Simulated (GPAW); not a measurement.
**K3RbCl4 (ordered alloy, started on the rocksalt lattice) (Pm-3m): one start, several treatments of the self-energy**

Aim: compare treatments of exchange, screening and correlation for the gap of K3RbCl4 (ordered alloy, started on the rocksalt lattice) (Pm-3m).

Main program and level: GPAW 26.7.0; LDA and many-body steps on it, plane waves.

The structure was built from a prototype and need not be the compound's stable phase.

## (1) The structure

It takes space group Pm-3m (No. 221, cubic). The conventional cell has a = 6.167 Å, b = 6.167 Å, c = 6.167 Å, α = 90.00°, β = 90.00°, γ = 90.00°. Nearest to K lie 6 Cl at 3.08 Å. Nearest to Cl lie 2 Rb at 3.08 Å and 4 K at 3.08 Å. Nearest to Rb lie 6 Cl at 3.08 Å. Nearest to Cl lie 6 K at 3.08 Å. Farther neighbours and most contacts between anions are not listed.

As a file:

```xyz
8
Lattice="6.1673 0.0000 0.0000 0.0000 6.1673 0.0000 0.0000 0.0000 6.1673" Properties=species:S:1:pos:R:3 pbc="T T T"
K     3.0836    0.0000    0.0000
Cl    0.0000    3.0836    3.0836
K     0.0000    3.0836    0.0000
Cl    3.0836    0.0000    3.0836
K     0.0000    0.0000    3.0836
Cl    3.0836    3.0836    0.0000
Rb    3.0836    3.0836    3.0836
Cl    0.0000    0.0000    0.0000
```

The structure was relaxed with LDA. The structure type comes from a generator and need not be one that this composition takes. The runs that relaxed it are not among those shown.

## (2) Empty states on the mesh, 2×2×2 mesh, 391 bands

This step: GPAW 26.7.0; DFT, LDA, plane waves, PAW.

The sums over transitions need many empty states on a uniform mesh; this step solves for them.

Contents of run.py:

```python
import json
import numpy as np
from gpaw.mpi import world
from gpaw import GPAW

calc = GPAW('gs.gpw').fixed_density(kpts={'size': (2, 2, 2), 'gamma': True},
    parallel={'domain': 1, 'band': 1},
    txt='nscf.txt')
calc.diagonalize_full_hamiltonian(nbands=391)
calc.write('full.gpw', mode='all')
res = {}
kpts = calc.get_ibz_k_points()
res['kpts'] = kpts
res['eigenvalues'] = [calc.get_eigenvalues(kpt=k) for k in range(len(kpts))]
res['n_electrons'] = calc.get_number_of_electrons()

if world.rank == 0:
    with open('result.json', 'w') as f:
        json.dump(res, f, default=lambda x: x.tolist())
```

Started as:

```sh
$ mpirun -n 4 gpaw python run.py
```

Numbers of over 12 decimals in the logs are rounded to 6 here.

The program printed:

```text
Diagonalizing LCAO Hamiltonian
Converting LCAO to pw mode
convergence criteria:
- Maximum integral of absolute [eigenst]ate change: 4e-08 eV^2 / valence electron
maximum number of iterations: 100

SCF iterations
|iter     |     time |      energy | eigst |  dens |
|iter:   1|  |             | +1.63 |       |
|iter:   2|  |             | +0.61 |       |
|iter:   3|  |             | +0.31 |       |
[...]
|iter:  35|  |             | -7.16 |       |
|iter:  36|  |             | -7.30 |       |
|iter:  37|  |             | -7.56c|       |
SCF steps: 37
  __  _  _
 | _ |_)|_||  |
 |__||  | ||/\| - 26.7.0

Input parameters:
  mode=PW(ecut=450.000000),
  convergence={'density': 1e-06, 'bands': -3},
  gpts=array([32, 32, 32]),
  kpts=MonkhorstPack(size=(2, 2, 2), gamma=True),
  maxiter=100,
  nbands=42,
  occupations=Occupations(name='fermi-dirac', width=0.001, fixmagmom=False),
  parallel={'domain': 1, 'band': 1},
  xc=XC(name='LDA')
Matrix size: 5041x5041
# Writing to full.gpw (mode='all')
  [... matrices ...]

timing:  # [seconds]
  Total: 106.539  # ━━━━━━━━━━━━━━━━━━━━━━━━━━━━━━━━━━━━━━━━━━━━━━━━━━━━━━━━━
```

Elapsed: 2 min, on 4 MPI ranks of Arm Neoverse V1, shared host; peak memory 7.2 GiB; 8 min of CPU time.

Numbers from this step:

```yaml
gap: 4.956 eV
k_of_the_valence_top: 0, 0, 0
k_of_the_conduction_bottom: 0, 0, 0
least_direct_gap: 4.956 eV
k_points_computed: 4
lowest_point_of_the_top_converged_band_above_the_valence_top: 73.0766 eV
```

On this mesh the gap is 4.956 eV.

## (3) G0W0, Godby-Needs plasmon pole

Now the one-shot GW correction: screening in the RPA, then the self-energy of the levels asked for.

This step: G0W0 on LDA, plane waves, PAW.

Contents of run.py:

```python
import json
import numpy as np
from gpaw.mpi import world
from gpaw.response.g0w0 import G0W0

gw = G0W0('full.gpw',
    filename='gw',
    kpts=[0],
    bands=(30, 34),
    ecut=48,
    nbands=177,
    integrate_gamma='WS',
    ppa=True)
gw.calculate()
res = {mode: {k: v for k, v in r.items() if k != 'sigma_eskwn'}
       for mode, r in gw.all_results.items()}

if world.rank == 0:
    with open('result.json', 'w') as f:
        json.dump(res, f, default=lambda x: x.tolist())
```

Started as:

```sh
$ mpirun -n 4 gpaw python run.py
```

The program printed:

```text
Using integrator: PointIntegrator
FrequencyGridDescriptor(from 0.000+0.000j to 0.000+27.211j eV, 2 points)
Nonperiodic BCs:  [False False False]
Using integrator: PointIntegrator
FrequencyGridDescriptor(from 0.000+0.000j to 0.000+27.211j eV, 2 points)
Nonperiodic BCs:  [False False False]
  ___  _ _ _
 |   || | | |
 | | || | | |
 |__ ||_____|
 |___|

BZ k-points: Symmetries present (total): 48

  [... matrices ...]
8 k-points: 2 x 2 x 2 Monkhorst-Pack grid + [1/4,1/4,1/4]
4 k-points in the irreducible part of the Brillouin zone
       k-points in crystal coordinates                weights
   0:     0.00000000    0.00000000    0.00000000          1/8
   1:     0.50000000    0.00000000    0.00000000          3/8
   2:     0.50000000    0.50000000    0.00000000          3/8
   3:     0.50000000    0.50000000    0.50000000          1/8

Distributing spins, k-points and bands (1 x 1 x 4) over 4 processes
Number of blocks: 1

Quasi particle states:
k-points (IBZ indices): [0]
Band range: (30, 34)
  [... matrices ...]
Computational parameters:
Plane wave cut-off: 48 eV
Number of bands: 177
Coulomb cutoff: None
Broadening: 0.1 eV

fxc modes: GW
Kernel: RPA
Using Godby-Needs plasmon-pole approximation:
  Fitting energy: i*E0, E0 = 1.000 Hartree
Summing all q:

Calculating screened Coulomb potential
No Coulomb truncation
FrequencyGridDescriptor(from 0.000+0.000j to 0.000+27.211j eV, 2 points)
Removing empty qpoint cache files...

Calculating chi0 body with:
    Ground state adapter containing:
    Number of spins: 1
    Number of kpoints: 8
    Number of irreducible kpoints: 4
    Number of completely occupied states: 32
    Number of partially occupied states: 32
    Occupied states memory: 16.0 M / cpu

    Linear response parametrization:
    q_c: [0.0, 0.0, 0.0]
    Number of frequency points: 2
    Planewave cutoff: 48.0
    Number of bands: 177
    Number of planewaves: 179
    Broadening (eta): 1e-06
    comm.size: 4
    kncomm.size: 4
    blockcomm.size: 1

    Memory estimate of potentially large arrays:
        chi0_wGG: 0.977814 M / cpu
Integrating chi0 body.

Symmetries of q_c:
    Direct symmetries (Uq -> q): 48
    Indirect symmetries (TUq -> q): 0
In total 48 allowed symmetries.

  [... matrices ...]
4 groups of equivalent kpoints. 50.0% reduction.

Integral kind: response function
Integrating chi0 head and wings.

Symmetries of q_c:
    Direct symmetries (Uq -> q): 48
    Indirect symmetries (TUq -> q): 0
In total 48 allowed symmetries.

  [... matrices ...]
4 groups of equivalent kpoints. 50.0% reduction.

Integral kind: response function wings

Calculating chi0 body with:
    Ground state adapter containing:
    Number of spins: 1
    Number of kpoints: 8
    Number of irreducible kpoints: 4
    Number of completely occupied states: 32
    Number of partially occupied states: 32
    Occupied states memory: 16.0 M / cpu

    Linear response parametrization:
    q_c: [0.5, 0.0, 0.0]
[... the further q-points ...]

Results:
f:      Occupation numbers
eps:     KS-eigenvalues [eV]
vxc:     KS vxc [eV]
exx:     Exact exchange [eV]
sigma:   Self-energies [eV]
dsigma:  Self-energy derivatives
Z:       Renormalization factors
qp:      QP-energies [eV]

k-point 0 (0): (0.000, 0.000, 0.000)                GW
band       f     eps     vxc     exx   sigma  dsigma       Z      qp
                                                                   GW
  30   1.000   0.043 -16.806 -21.082   2.617  -0.218   0.821  -1.318
  31   1.000   0.043 -16.806 -21.082   2.617  -0.218   0.821  -1.318
  32   0.000   4.999  -9.123  -4.669  -2.925  -0.142   0.876   6.337
  33   0.000   5.970  -8.190  -3.549  -2.733  -0.140   0.877   7.645
```

Run time: 19 s. Hardware: 4 MPI ranks; peak memory 1.6 GiB; 76 s of CPU time.

Numbers from this step:

- G0W0 gap on the points computed: 7.655 eV
- least direct G0W0 gap on the computed points: 7.655 eV
- Z at the valence top: 0.8210
- Z at the conduction bottom: 0.8756
- starting gap on the mesh: 4.956 eV
- k of the valence top: 0, 0, 0
- k of the conduction bottom: 0, 0, 0

The gap on the mesh goes from 4.96 eV to 7.66 eV, a correction of +2.70 eV.

## (4) One-shot HSE06

This step: one-shot HSE06 levels on LDA orbitals, plane waves, PAW.

Contents of run.py:

```python
import json
import numpy as np
from gpaw.mpi import world
from gpaw.hybrids.eigenvalues import non_self_consistent_eigenvalues

dft, vxc, vxc_hyb = non_self_consistent_eigenvalues('full.gpw', 'HSE06', 30, 34, kpt_indices=[0])
res = {'dft': dft[0], 'hybrid': (dft - vxc + vxc_hyb)[0]}
if world.rank == 0:
    with open('hybrid.txt', 'w') as f:
        for k, e0, e1 in zip([0], res['dft'], res['hybrid']):
            print(k, ' '.join(f'{x:9.4f}' for x in e0), '|', ' '.join(f'{x:9.4f}' for x in e1), file=f)

if world.rank == 0:
    with open('result.json', 'w') as f:
        json.dump(res, f, default=lambda x: x.tolist())
```

Started as:

```sh
$ mpirun -n 4 gpaw python run.py
```

The program printed:

```text
IBZ(<points: 4, symmetries: 48>)
Occupied bands: 32
Transforming wave functions from IBZ to BZ: 0.014 seconds
Distributing wave functions and iFFT-ing to real space: 0.080 seconds
Calculating eigenvalues:
  k-points: 1
  Bands: 30-33 (inclusive)
  Seconds: 0.301 (wave-function broadcasting: 0.008 seconds)
HSE06-eigenvalue shifts:
  min: -0.933 eV
  ave: -0.031 eV
  max: 0.877 eV
```

Elapsed: 3.9 s, on 4 MPI ranks; peak memory 0.48 GiB; 15 s of CPU time.

This step gave:

| Property | Result |
| --- | --- |
| starting gap on the mesh | 4.956 eV |
| hybrid gap on the mesh | 6.755 eV |
| least direct hybrid gap on the computed points | 6.755 eV |

## (5) G0W0, extrapolated in the cutoff

This step: G0W0 on LDA, plane waves, PAW.

Contents of run.py:

```python
import json
import numpy as np
from gpaw.mpi import world
from gpaw.response.g0w0 import G0W0

gw = G0W0('full.gpw',
    filename='gw',
    kpts=[0],
    bands=(30, 34),
    ecut=80.0,
    integrate_gamma='WS',
    ppa=True,
    ecut_extrapolation=True)
gw.calculate()
res = {mode: {k: v for k, v in r.items() if k != 'sigma_eskwn'}
       for mode, r in gw.all_results.items()}

if world.rank == 0:
    with open('result.json', 'w') as f:
        json.dump(res, f, default=lambda x: x.tolist())
```

Started as:

```sh
$ mpirun -n 4 gpaw python run.py
```

The program printed:

```text
Using integrator: PointIntegrator
FrequencyGridDescriptor(from 0.000+0.000j to 0.000+27.211j eV, 2 points)
Nonperiodic BCs:  [False False False]
Using integrator: PointIntegrator
FrequencyGridDescriptor(from 0.000+0.000j to 0.000+27.211j eV, 2 points)
Nonperiodic BCs:  [False False False]
  ___  _ _ _
 |   || | | |
 | | || | | |
 |__ ||_____|
 |___|

BZ k-points: Symmetries present (total): 48

  [... matrices ...]
8 k-points: 2 x 2 x 2 Monkhorst-Pack grid + [1/4,1/4,1/4]
4 k-points in the irreducible part of the Brillouin zone
       k-points in crystal coordinates                weights
   0:     0.00000000    0.00000000    0.00000000          1/8
   1:     0.50000000    0.00000000    0.00000000          3/8
   2:     0.50000000    0.50000000    0.00000000          3/8
   3:     0.50000000    0.50000000    0.50000000          1/8

Distributing spins, k-points and bands (1 x 1 x 4) over 4 processes
Number of blocks: 1

Quasi particle states:
k-points (IBZ indices): [0]
Band range: (30, 34)
  [... matrices ...]
Computational parameters:
Extrapolating to infinite plane wave cut-off using points at:
  68.942 eV
  73.959 eV
  80.000 eV
Number of bands: 381
Coulomb cutoff: None
Broadening: 0.1 eV

fxc modes: GW
Kernel: RPA
Using Godby-Needs plasmon-pole approximation:
  Fitting energy: i*E0, E0 = 1.000 Hartree
Summing all q:

Calculating screened Coulomb potential
No Coulomb truncation
FrequencyGridDescriptor(from 0.000+0.000j to 0.000+27.211j eV, 2 points)
Removing empty qpoint cache files...

Calculating chi0 body with:
    Ground state adapter containing:
    Number of spins: 1
    Number of kpoints: 8
    Number of irreducible kpoints: 4
    Number of completely occupied states: 32
    Number of partially occupied states: 32
    Occupied states memory: 16.0 M / cpu

    Linear response parametrization:
    q_c: [0.0, 0.0, 0.0]
    Number of frequency points: 2
    Planewave cutoff: 80.0
    Number of bands: 381
    Number of planewaves: 389
    Broadening (eta): 1e-06
    comm.size: 4
    kncomm.size: 4
    blockcomm.size: 1

    Memory estimate of potentially large arrays:
        chi0_wGG: 4.617950 M / cpu
Integrating chi0 body.

Symmetries of q_c:
    Direct symmetries (Uq -> q): 48
    Indirect symmetries (TUq -> q): 0
In total 48 allowed symmetries.

  [... matrices ...]
4 groups of equivalent kpoints. 50.0% reduction.

Integral kind: response function
Integrating chi0 head and wings.

Symmetries of q_c:
    Direct symmetries (Uq -> q): 48
    Indirect symmetries (TUq -> q): 0
In total 48 allowed symmetries.

  [... matrices ...]
4 groups of equivalent kpoints. 50.0% reduction.

Integral kind: response function wings

Calculating chi0 body with:
    Ground state adapter containing:
    Number of spins: 1
    Number of kpoints: 8
    Number of irreducible kpoints: 4
    Number of completely occupied states: 32
    Number of partially occupied states: 32
    Occupied states memory: 16.0 M / cpu

    Linear response parametrization:
    q_c: [0.0, 0.0, 0.0]
[... the further q-points ...]
Extrapolating selfenergy to infinite energy cutoff:
  Performing linear fit to 3 points
  Minimum R^2 = 0.9848. (R^2 Should be close to 1)
  [... matrices ...]
Results:
f:      Occupation numbers
eps:     KS-eigenvalues [eV]
vxc:     KS vxc [eV]
exx:     Exact exchange [eV]
sigma:   Self-energies [eV]
dsigma:  Self-energy derivatives
Z:       Renormalization factors
qp:      QP-energies [eV]

k-point 0 (0): (0.000, 0.000, 0.000)                GW
band       f     eps     vxc     exx   sigma  dsigma       Z      qp
                                                                   GW
  30   1.000   0.043 -16.806 -21.082   1.947  -0.233   0.811  -1.846
  31   1.000   0.043 -16.806 -21.082   1.947  -0.233   0.811  -1.846
  32   0.000   4.999  -9.123  -4.669  -3.147  -0.149   0.870   6.136
  33   0.000   5.970  -8.190  -3.549  -3.098  -0.144   0.874   7.319
```

Elapsed: 79 s, on 4 MPI ranks; peak memory 2.8 GiB.

Numbers from this step:

```yaml
quasiparticle_gap_on_the_points_computed: 7.982 eV
least_direct_quasiparticle_gap_on_the_computed_points: 7.982 eV
z_at_the_valence_top: 0.8113
z_at_the_conduction_bottom: 0.8702
starting_gap_on_the_mesh: 4.956 eV
k_of_the_valence_top: 0, 0, 0
k_of_the_conduction_bottom: 0, 0, 0
gaps_at_the_cutoffs_of_the_extrapolation: 7.743, 7.762, 7.791 eV
```

Against G0W0 in GPAW (2×2×2 mesh, 177 bands, screening to 48 eV, Godby-Needs plasmon pole), the gap moves by +0.327 eV.

## (6) One-shot Hartree-Fock

This step: one-shot Hartree-Fock levels on LDA orbitals, plane waves, PAW.

Contents of run.py:

```python
import json
import numpy as np
from gpaw.mpi import world
from gpaw.hybrids.eigenvalues import non_self_consistent_eigenvalues

dft, vxc, vxc_hyb = non_self_consistent_eigenvalues('full.gpw', 'EXX', 30, 34, kpt_indices=[0])
res = {'dft': dft[0], 'hybrid': (dft - vxc + vxc_hyb)[0]}
if world.rank == 0:
    with open('hybrid.txt', 'w') as f:
        for k, e0, e1 in zip([0], res['dft'], res['hybrid']):
            print(k, ' '.join(f'{x:9.4f}' for x in e0), '|', ' '.join(f'{x:9.4f}' for x in e1), file=f)

if world.rank == 0:
    with open('result.json', 'w') as f:
        json.dump(res, f, default=lambda x: x.tolist())
```

Started as:

```sh
$ mpirun -n 4 gpaw python run.py
```

The program printed:

```text
IBZ(<points: 4, symmetries: 48>)
Occupied bands: 32
Transforming wave functions from IBZ to BZ: 0.013 seconds
Distributing wave functions and iFFT-ing to real space: 0.078 seconds
Calculating eigenvalues:
  k-points: 1
  Bands: 30-33 (inclusive)
  Seconds: 0.349 (wave-function broadcasting: 0.009 seconds)
HSE06-eigenvalue shifts:
  min: -4.275 eV
  ave: 0.136 eV
  max: 4.641 eV
```

Wall time 3.2 s (4 MPI ranks); peak memory 0.49 GiB; 13 s of CPU time.

Numbers from this step:

```yaml
starting_gap_on_the_mesh: 4.956 eV
hybrid_gap_on_the_mesh: 13.68 eV
least_direct_hybrid_gap_on_the_computed_points: 13.68 eV
```

## (7) G0W0, full frequency, Hilbert transform

This step: G0W0 on LDA, plane waves, PAW.

Contents of run.py:

```python
import json
import numpy as np
from gpaw.mpi import world
from gpaw.response.g0w0 import G0W0

gw = G0W0('full.gpw',
    filename='gw',
    kpts=[0],
    bands=(30, 34),
    ecut=48,
    nbands=177,
    integrate_gamma='WS',
    frequencies={'type': 'nonlinear', 'domega0': 0.1, 'omega2': 15.0},
    eta=0.1,
    nblocksmax=True)
gw.calculate()
res = {mode: {k: v for k, v in r.items() if k != 'sigma_eskwn'}
       for mode, r in gw.all_results.items()}

if world.rank == 0:
    with open('result.json', 'w') as f:
        json.dump(res, f, default=lambda x: x.tolist())
```

Started as:

```sh
$ mpirun -n 4 gpaw python run.py
```

The program printed:

```text
Using integrator: PointIntegrator
NonLinearFrequencyDescriptor(from 0.000 to 66.134 eV, 235 points)
Nonperiodic BCs:  [False False False]
Using integrator: PointIntegrator
NonLinearFrequencyDescriptor(from 0.000 to 66.134 eV, 235 points)
Nonperiodic BCs:  [False False False]
  ___  _ _ _
 |   || | | |
 | | || | | |
 |__ ||_____|
 |___|

BZ k-points: Symmetries present (total): 48

  [... matrices ...]
8 k-points: 2 x 2 x 2 Monkhorst-Pack grid + [1/4,1/4,1/4]
4 k-points in the irreducible part of the Brillouin zone
       k-points in crystal coordinates                weights
[...]
Results:
f:      Occupation numbers
eps:     KS-eigenvalues [eV]
vxc:     KS vxc [eV]
exx:     Exact exchange [eV]
sigma:   Self-energies [eV]
dsigma:  Self-energy derivatives
Z:       Renormalization factors
qp:      QP-energies [eV]

k-point 0 (0): (0.000, 0.000, 0.000)                GW
band       f     eps     vxc     exx   sigma  dsigma       Z      qp
                                                                   GW
  30   1.000   0.043 -16.806 -21.082   2.619  -0.229   0.814  -1.305
  31   1.000   0.043 -16.806 -21.082   2.619  -0.228   0.814  -1.305
  32   0.000   4.999  -9.123  -4.669  -2.889  -0.160   0.862   6.348
  33   0.000   5.970  -8.190  -3.549  -2.693  -0.163   0.860   7.646
```

The job ended after 55 s (4 MPI ranks; peak memory 1.9 GiB; 3.6 min of CPU time).

Numbers from this step:

```
G0W0 gap on the points computed              : 7.653 eV
least direct G0W0 gap on the computed points : 7.653 eV
starting gap on the mesh                     : 4.956 eV
k of the valence top                         : 0, 0, 0
k of the conduction bottom                   : 0, 0, 0
```

Against G0W0 in GPAW (2×2×2 mesh, 177 bands, screening to 48 eV, Godby-Needs plasmon pole), the gap moves by −0.002 eV.

## (8) The runs together

Times are wall times on 4 MPI ranks of Arm Neoverse V1, shared host, good to a factor of about two.

```
                                    run   mesh  bands  screening cutoff (eV)  DFT gap (eV)  gap on the mesh (eV)  direct (eV)   time
         G0W0, Godby-Needs plasmon pole  2×2×2    177                     48         4.956                 7.655        7.655   19 s
                         one-shot HSE06  2×2×2      -                      -         4.956                 6.755        6.755  3.9 s
       G0W0, extrapolated in the cutoff  2×2×2      -                     80         4.956                 7.982        7.982   79 s
                  one-shot Hartree-Fock  2×2×2      -                      -         4.956                13.685       13.685  3.2 s
G0W0, full frequency, Hilbert transform  2×2×2    177                     48         4.956                 7.653        7.653   55 s
```

## (9) Summary of results

```yaml
g0w0_godby_needs_plasmon_pole: 7.655 eV
one_shot_hse06: 6.755 eV
g0w0_extrapolated_in_the_cutoff: 7.982 eV
one_shot_hartree_fock: 13.685 eV
g0w0_full_frequency_hilbert_transform: 7.653 eV
known_limits: not at the basis limit; no spin-orbit coupling; coarse k mesh
```

In words: One-shot HSE06: −0.901 eV against G0W0, Godby-Needs plasmon pole. G0W0, extrapolated in the cutoff: +0.327 eV against G0W0, Godby-Needs plasmon pole, at other bands or cutoff, so not like for like. One-shot Hartree-Fock: +6.029 eV against G0W0, Godby-Needs plasmon pole. G0W0, full frequency, Hilbert transform: −0.002 eV against G0W0, Godby-Needs plasmon pole. Bare exchange alone opens the gap to 13.68 eV; against G0W0, correlation takes back 6.03 eV. One-shot hybrid levels are evaluated on the LDA orbitals. Bands and cutoff are finite, so the gap is not at the basis limit. The miss can reach some tenths of an eV and take either sign; the mesh is an error of its own. These stock PAW sets were not made for GW. In the G0W0 runs levels were corrected at 1 k point alone, so a gap called «on the mesh» is the least over those, and an edge elsewhere would be missed. The 2×2×2 mesh is coarse for this cell, which bears on the long-range parts of exchange and screening. The many-body steps are scalar-relativistic: spin-orbit coupling is not in them.

[Paths, hosts, dates, memory and timing lines, banners, echoed tables and standing remarks are left out of the program output.]

[Logs are printed without paths, hosts, clocks, repeated set-up lines and the standing remarks that a program may print on its own settings, such as how far it seeks lower states.]

[Runs of the session that timed out or met a known fault of the program may be left out.]

[Hosts, paths, dates, database ids (printed as entryN), source tags and the programs' standing remarks are cut or masked in the printed files.]
